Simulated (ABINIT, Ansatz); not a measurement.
# TlBi2 (P6/mmm): phonons by linear response, part 2 of 5

Aim: the phonon dispersion of TlBi2 (P6/mmm), checked by a second program.

ABINIT 10.8.3; DFT PBEsol, scalar-relativistic, plane waves, PseudoDojo norm-conserving pseudopotentials.

So far. Step 3 (Relaxation): The volume changes by -4.1 % in this run and stands -4.1 % from the first cell. Step 4 (Self-consistent run for the response): The cell stands at -0.59 GPa: the relaxation ran with a smoothed and higher cutoff, and the difference is a stress of the finite basis. The relaxed cell has a = 5.636, c = 3.338 Å (conventional setting).

**5. Linear response at Γ**

At q = 0 one unit cell holds all displacements. The response is solved for single atoms along the cell's directions, and symmetry skips those that follow from others. The crystal is treated as a metal, which screens a static field, so no field response is asked.

dfpt_gamma.abi

```

# common to the responses
getwfk_filepath "gso_WFK"
kptopt 2
nqpt 1
qpt 0.0 0.0 0.0
asr 0
chneut 0

# displacements
rfphon 1
rfatpol 1 3
rfdir 1 1 1
tolvrs 1.0d-10
prtwf 0
prtpot 1

# basis, mesh and filling
ecut 29.0
ngkpt 6 6 8
nshiftk 1
shiftk 0.0 0.0 0.0
istwfk *1
occopt 7
tsmear 0.01
nband 30
nstep 100
diemac 1000000.0
prtebands 0
prtgsr 0

# cell and atoms
acell 3*1.0 Angstrom
rprim 
    5.635713048 0.0 0.0
    -2.817856524 4.880670668 0.0
    0.0 0.0 3.337827506
ntypat 2
znucl 81 83
natom 3
typat 1 2 2
xred 
    0.0 0.0 0.0
    2/3 1/3 0.5
    1/3 2/3 0.5
pp_dirpath "./pseudo"
pseudos "Tl.upf, Bi.upf"
```

Launch:

```sh
$ OMP_NUM_THREADS=1 mpirun -n 16 abinit dfpt_gamma.abi > dfpt_gamma.log
```

Numbers of over 12 decimals in the logs are rounded to 6 here.

dfpt_gamma.abo, the main output file:

```text
[banners, grids, parts of the stress and lines that vanish by symmetry left out]
- input  file    -> dfpt_gamma.abi
- output file    -> dfpt_gamma.abo
- root for input  files -> dfpt_gammai
- root for output files -> dfpt_gammao

 Symmetries : space group P6/m m m (#191); Bravais hP (primitive hexag.)
================================================================================
 Values of the parameters that define the memory need of the present run (RF).
     intxc =       0      iscf =       7    lmnmax =       6     lnmax =       6
     mgfft =      54  mpssoang =       3    mqgrid =    3001     natom =       3
  nloc_mem =       1    nspden =       1   nspinor =       1    nsppol =       1
      nsym =      24    n1xccc =    2501    ntypat =       2    occopt =       7
   xclevel =       2
-    mband =          30        mffmem =           1         mkmem =          10
-   mkqmem =          10        mk1mem =          10           mpw =        4665
      nfft =       93312          nkpt =         148
- my_mband =          30
================================================================================
================================================================================

--------------------------------------------------------------------------------
------------- Echo of variables that govern the present computation ------------
--------------------------------------------------------------------------------
-
- outvars: echo of selected default values
-   iomode0 =  0 , fftalg0 =312 , wfoptalg0 =  0
-
- outvars: echo of global parameters not present in the input file
-  max_nthreads =    1
-
 -outvars: echo values of preprocessed input variables
 [... echo left out ...]
================================================================================

 chkinp: Checking input parameters for consistency.

[...]
== DATASET  1 ==================================================================
-   mpi_nproc: 16, omp_nthreads: 1 (-1 if OMP is not activated)

--- !DatasetInfo
iteration_state: {dtset: 1, }
dimensions: {natom: 3, nkpt: 148, mband: 30, nsppol: 1, nspinor: 1, nspden: 1, mpw: 4665, }
cutoff_energies: {ecut:  29.0, pawecutdg:  -1.0, }
electrons: {nelect:   4.30000000E+01, charge:   0.00000000E+00, occopt:   7.00000000E+00, tsmear:   1.00000000E-02, }
meta: {optdriver: 1, rfphon: 1, }
...

 mkfilename: getwfk from: gso_WFK

 Real(R)+Recip(G) space primitive vectors, cartesian coordinates (Bohr,Bohr^-1):
 R(1)= 10.6499542  0.0000000  0.0000000  G(1)=  0.0938971  0.0542115  0.0000000
 R(2)= -5.3249771  9.2231309  0.0000000  G(2)=  0.0000000  0.1084231  0.0000000
 R(3)=  0.0000000  0.0000000  6.3075798  G(3)=  0.0000000  0.0000000  0.1585394
 Unit cell volume ucvol=  6.1956784E+02 bohr^3
 Angles (23,13,12)=  9.00000000E+01  9.00000000E+01  1.20000000E+02 degrees
 setup1 : take into account q-point for computing boxcut.

 getcut: wavevector=  0.0000  0.0000  0.0000  ngfft=  54  54  32
         ecut(hartree)=     29.000   => boxcut(ratio)=   2.09209

--- Pseudopotential description ------------------------------------------------
- pspini: atom type   1  psp file is ./pseudo/Tl.upf

- pspini: atom type   2  psp file is ./pseudo/Bi.upf

   5.29093925E+03                                ecore*ucvol(ha*bohr**3)
--------------------------------------------------------------------------------

 ==>  initialize data related to q vector <==

 The list of irreducible perturbations for this q vector is:
    1)    idir= 1    ipert=   1
    2)    idir= 3    ipert=   1
    3)    idir= 1    ipert=   2
    4)    idir= 3    ipert=   2

[...]
The perturbation idir=   2  ipert=   1 is
 symmetric of a previously calculated perturbation.
 So, its SCF calculation is not needed.

 The perturbation idir=   2  ipert=   2 is
 symmetric of a previously calculated perturbation.
 So, its SCF calculation is not needed.

 The perturbation idir=   1  ipert=   3 is
 symmetric of a previously calculated perturbation.
 So, its SCF calculation is not needed.

 The perturbation idir=   2  ipert=   3 is
 symmetric of a previously calculated perturbation.
 So, its SCF calculation is not needed.

 The perturbation idir=   3  ipert=   3 is
 symmetric of a previously calculated perturbation.
 So, its SCF calculation is not needed.

--------------------------------------------------------------------------------
 Perturbation wavevector (in red.coord.)   0.000000  0.000000  0.000000
 Perturbation : displacement of atom   1   along direction   1
 Found     4 symmetries that leave the perturbation invariant.

[...]
dfpt_looppert : total number of electrons, from k and k+q
  fully or partially occupied states are    4.300000E+01 and    4.300000E+01.
 Initialisation of the first-order wave-functions :
  ireadwf=   0

--- !BeginCycle
iteration_state: {dtset: 1, }
solver: {iscf: 7, nstep: 100, nline: 4, wfoptalg: 0, }
tolerances: {tolvrs: 1.00E-10, }
...

     iter   2DEtotal(Ha)        deltaE(Ha) residm    vres2
-ETOT  1   7.674004     -1.818E+04 3.315E+01 2.566E+02
 ETOT  2   1.905888     -5.768E+00 5.821E-02 1.625E+02
 ETOT  3   1.875012     -3.088E-02 7.577E-03 2.361E+01
 ETOT  4   1.871627     -3.385E-03 1.701E-03 2.145E+00
 ETOT  5   1.870601     -1.027E-03 5.631E-04 2.887E-02
[...]
At SCF step   10       vres2   =  8.33E-11 < tolvrs=  1.00E-10 =>converged.
[...]
Mean square residual over all n,k,spin=   11.763E-10; max=  10.906E-07

 Thirteen components of 2nd-order total energy (hartree) are
 1,2,3: 0th-order hamiltonian combined with 1st-order wavefunctions
     kin0=   2.26064797E+04 eigvalue=   9.22101982E+02  local=  -1.26799328E+04
 4,5,6: 1st-order hamiltonian combined with 1st and 0th-order wfs
 loc psp =  -5.91777688E+03  Hartree=   1.88073797E+03     xc=  -3.00983623E+02
 note that "loc psp" includes a xc core correction that could be resolved
 7,8,9: eventually, occupation + non-local contributions
    edocc=   3.36762554E+01     enl0=   5.72284591E+03   enl1=  -3.04520739E+04
 1-9 gives the relaxation energy (to be shifted if some occ is /=2.0)
   erelax=  -1.81849254E+04
 10,11,12 Non-relaxation  contributions : frozen-wavefunctions and Ewald
 fr.local=   2.42094569E+03 fr.nonlo=   1.52208830E+04  Ewald=   4.03415886E+02
 13,14 Frozen wf xc core corrections (1) and (2)
 frxc 1  =  -8.14838333E+02  frxc 2 =   9.56389686E+02
 Resulting in :
 2DEtotal=    0.1870595393E+01 Ha. Also 2DEtotal=    0.509014937537E+02 eV
    (2DErelax=   -1.8184925372E+04 Ha. 2DEnonrelax=    1.8186795967E+04 Ha)
    (  non-var. 2DEtotal :    1.8705964293E+00 Ha)

[...]
Perturbation wavevector (in red.coord.)   0.000000  0.000000  0.000000
 Perturbation : displacement of atom   1   along direction   3
 Found    12 symmetries that leave the perturbation invariant.

[...]
dfpt_looppert : total number of electrons, from k and k+q
  fully or partially occupied states are    4.300000E+01 and    4.300000E+01.
 Initialisation of the first-order wave-functions :
  ireadwf=   0

--- !BeginCycle
iteration_state: {dtset: 1, }
solver: {iscf: 7, nstep: 100, nline: 4, wfoptalg: 0, }
tolerances: {tolvrs: 1.00E-10, }
...

     iter   2DEtotal(Ha)        deltaE(Ha) residm    vres2
-ETOT  1   2.268699     -6.250E+03 1.266E+01 1.203E+02
[...]
At SCF step   10       vres2   =  3.20E-12 < tolvrs=  1.00E-10 =>converged.
[...]
Mean square residual over all n,k,spin=   25.118E-10; max=  24.505E-07

 Thirteen components of 2nd-order total energy (hartree) are
 1,2,3: 0th-order hamiltonian combined with 1st-order wavefunctions
     kin0=   7.91766631E+03 eigvalue=   3.22442646E+02  local=  -4.43487622E+03
 4,5,6: 1st-order hamiltonian combined with 1st and 0th-order wfs
 loc psp =  -1.82920163E+03  Hartree=   5.40360593E+02     xc=  -1.03209761E+02
 note that "loc psp" includes a xc core correction that could be resolved
 7,8,9: eventually, occupation + non-local contributions
    edocc=   1.25315680E+01     enl0=   1.99753319E+03   enl1=  -1.06756950E+04
 1-9 gives the relaxation energy (to be shifted if some occ is /=2.0)
   erelax=  -6.25244833E+03
 10,11,12 Non-relaxation  contributions : frozen-wavefunctions and Ewald
 fr.local=   8.34929711E+02 fr.nonlo=   5.33633576E+03  Ewald=   3.16930883E+01
 13,14 Frozen wf xc core corrections (1) and (2)
 frxc 1  =  -2.85872787E+02  frxc 2 =   3.35594379E+02
 Resulting in :
 2DEtotal=    0.2318245406E+00 Ha. Also 2DEtotal=    0.630826711522E+01 eV
    (2DErelax=   -6.2524483259E+03 Ha. 2DEnonrelax=    6.2526801504E+03 Ha)
    (  non-var. 2DEtotal :    2.3182506206E-01 Ha)

[...]
Perturbation wavevector (in red.coord.)   0.000000  0.000000  0.000000
 Perturbation : displacement of atom   2   along direction   1
 Found     2 symmetries that leave the perturbation invariant.

[...]
dfpt_looppert : total number of electrons, from k and k+q
  fully or partially occupied states are    4.300000E+01 and    4.300000E+01.
 Initialisation of the first-order wave-functions :
  ireadwf=   0

--- !BeginCycle
iteration_state: {dtset: 1, }
solver: {iscf: 7, nstep: 100, nline: 4, wfoptalg: 0, }
tolerances: {tolvrs: 1.00E-10, }
...

     iter   2DEtotal(Ha)        deltaE(Ha) residm    vres2
-ETOT  1   9.193335     -2.760E+04 2.047E+01 2.511E+02
[...]
At SCF step   11       vres2   =  1.36E-11 < tolvrs=  1.00E-10 =>converged.
[...]
Mean square residual over all n,k,spin=   48.252E-11; max=  52.047E-08

 Thirteen components of 2nd-order total energy (hartree) are
 1,2,3: 0th-order hamiltonian combined with 1st-order wavefunctions
     kin0=   3.23965782E+04 eigvalue=   3.50493432E+03  local=  -1.83397531E+04
 4,5,6: 1st-order hamiltonian combined with 1st and 0th-order wfs
 loc psp =  -8.43208425E+03  Hartree=   2.72758858E+03     xc=  -4.05881452E+02
 note that "loc psp" includes a xc core correction that could be resolved
 7,8,9: eventually, occupation + non-local contributions
    edocc=   5.22177781E+01     enl0=   7.66775552E+03   enl1=  -4.67747954E+04
 1-9 gives the relaxation energy (to be shifted if some occ is /=2.0)
   erelax=  -2.76034398E+04
 10,11,12 Non-relaxation  contributions : frozen-wavefunctions and Ewald
 fr.local=   3.55325194E+03 fr.nonlo=   2.33764520E+04  Ewald=   4.86900637E+02
 13,14 Frozen wf xc core corrections (1) and (2)
 frxc 1  =  -9.40766068E+02  frxc 2 =   1.13126018E+03
 Resulting in :
 2DEtotal=    0.3658862136E+01 Ha. Also 2DEtotal=    0.995627108009E+02 eV
    (2DErelax=   -2.7603439839E+04 Ha. 2DEnonrelax=    2.7607098701E+04 Ha)
    (  non-var. 2DEtotal :    3.6588606501E+00 Ha)

[...]
Perturbation wavevector (in red.coord.)   0.000000  0.000000  0.000000
 Perturbation : displacement of atom   2   along direction   3
 Found     6 symmetries that leave the perturbation invariant.

--------------------------------------------------------------------------------

--------------------------------------------------------------------------------

 dfpt_looppert : total number of electrons, from k and k+q
  fully or partially occupied states are    4.300000E+01 and    4.300000E+01.
 Initialisation of the first-order wave-functions :
  ireadwf=   0

--- !BeginCycle
iteration_state: {dtset: 1, }
solver: {iscf: 7, nstep: 100, nline: 4, wfoptalg: 0, }
tolerances: {tolvrs: 1.00E-10, }
...

     iter   2DEtotal(Ha)        deltaE(Ha) residm    vres2
-ETOT  1   2.028565     -9.517E+03 7.426E+00 8.242E+01
[...]
ETOT  9  0.150453      8.731E-11 2.637E-06 1.195E-09
 ETOT 10  0.150453     -9.641E-11 4.562E-07 1.507E-11

 At SCF step   10       vres2   =  1.51E-11 < tolvrs=  1.00E-10 =>converged.
[...]
Mean square residual over all n,k,spin=   37.212E-11; max=  45.624E-08

 Thirteen components of 2nd-order total energy (hartree) are
 1,2,3: 0th-order hamiltonian combined with 1st-order wavefunctions
     kin0=   1.13508733E+04 eigvalue=   1.22669962E+03  local=  -6.42553056E+03
 4,5,6: 1st-order hamiltonian combined with 1st and 0th-order wfs
 loc psp =  -2.63398045E+03  Hartree=   8.00544558E+02     xc=  -1.40203690E+02
 note that "loc psp" includes a xc core correction that could be resolved
 7,8,9: eventually, occupation + non-local contributions
    edocc=   1.57956598E+01     enl0=   2.69028772E+03   enl1=  -1.64029528E+04
 1-9 gives the relaxation energy (to be shifted if some occ is /=2.0)
   erelax=  -9.51846664E+03
 10,11,12 Non-relaxation  contributions : frozen-wavefunctions and Ewald
 fr.local=   1.25234838E+03 fr.nonlo=   8.20215021E+03  Ewald=  -2.66733442E+00
 13,14 Frozen wf xc core corrections (1) and (2)
 frxc 1  =  -3.29989051E+02  frxc 2 =   3.96774888E+02
 Resulting in :
 2DEtotal=    0.1504529998E+00 Ha. Also 2DEtotal=    0.409403468927E+01 eV
    (2DErelax=   -9.5184666435E+03 Ha. 2DEnonrelax=    9.5186170965E+03 Ha)
    (  non-var. 2DEtotal :    1.5045432879E-01 Ha)

[...]
---- first-order wavefunction calculations are completed ----

 ==> Compute Derivative Database <==

 [... matrices left out ...]
  Phonon wavevector (reduced coordinates) :  0.00000  0.00000  0.00000
 Phonon energies in Hartree :
   1.095655E-05  1.095655E-05  1.285599E-05  1.100254E-04  1.523898E-04
   2.566060E-04  2.566060E-04  3.841988E-04  3.841988E-04
 Phonon frequencies in cm-1    :
-  2.404685E+00  2.404685E+00  2.821564E+00  2.414779E+01  3.344570E+01
-  5.631850E+01  5.631850E+01  8.432189E+01  8.432189E+01

== END DATASET(S) ==============================================================
================================================================================

 -outvars: echo values of variables after computation
            acell      1.8897261259E+00  1.8897261259E+00  1.8897261259E+00 Bohr
           etotal      1.5045299979E-01
            fcart      0.0000000000E+00  0.0000000000E+00  0.0000000000E+00
           strten      0.0000000000E+00  0.0000000000E+00  0.0000000000E+00
================================================================================
```

It took 86 s on 16 MPI ranks of Arm Neoverse V2, shared host; 23 min of CPU time.

Numbers from this step:

```yaml
largest_acoustic_frequency_at_the_zone_centre_before_the_sum_rule: 2.82 cm⁻¹
highest_optical_zone_centre_mode_no_lo_to_term: 84.32 cm⁻¹
lowest_optical_zone_centre_mode: 24.15 cm⁻¹
```

The acoustic modes at Γ come out as far as 2.8 cm⁻¹ from zero, where they should vanish, a small numerical error.

(Continued in part 3 of 5.)

[Host names and launcher messages were left out of these logs when they were recorded.]

[Logs are printed without paths, hosts, clocks, repeated set-up lines and the standing remarks that a program may print on its own settings, such as how far it seeks lower states.]

[Hosts, paths, dates, database ids (printed as entryN), source tags and the programs' standing remarks are cut or masked in the printed files.]
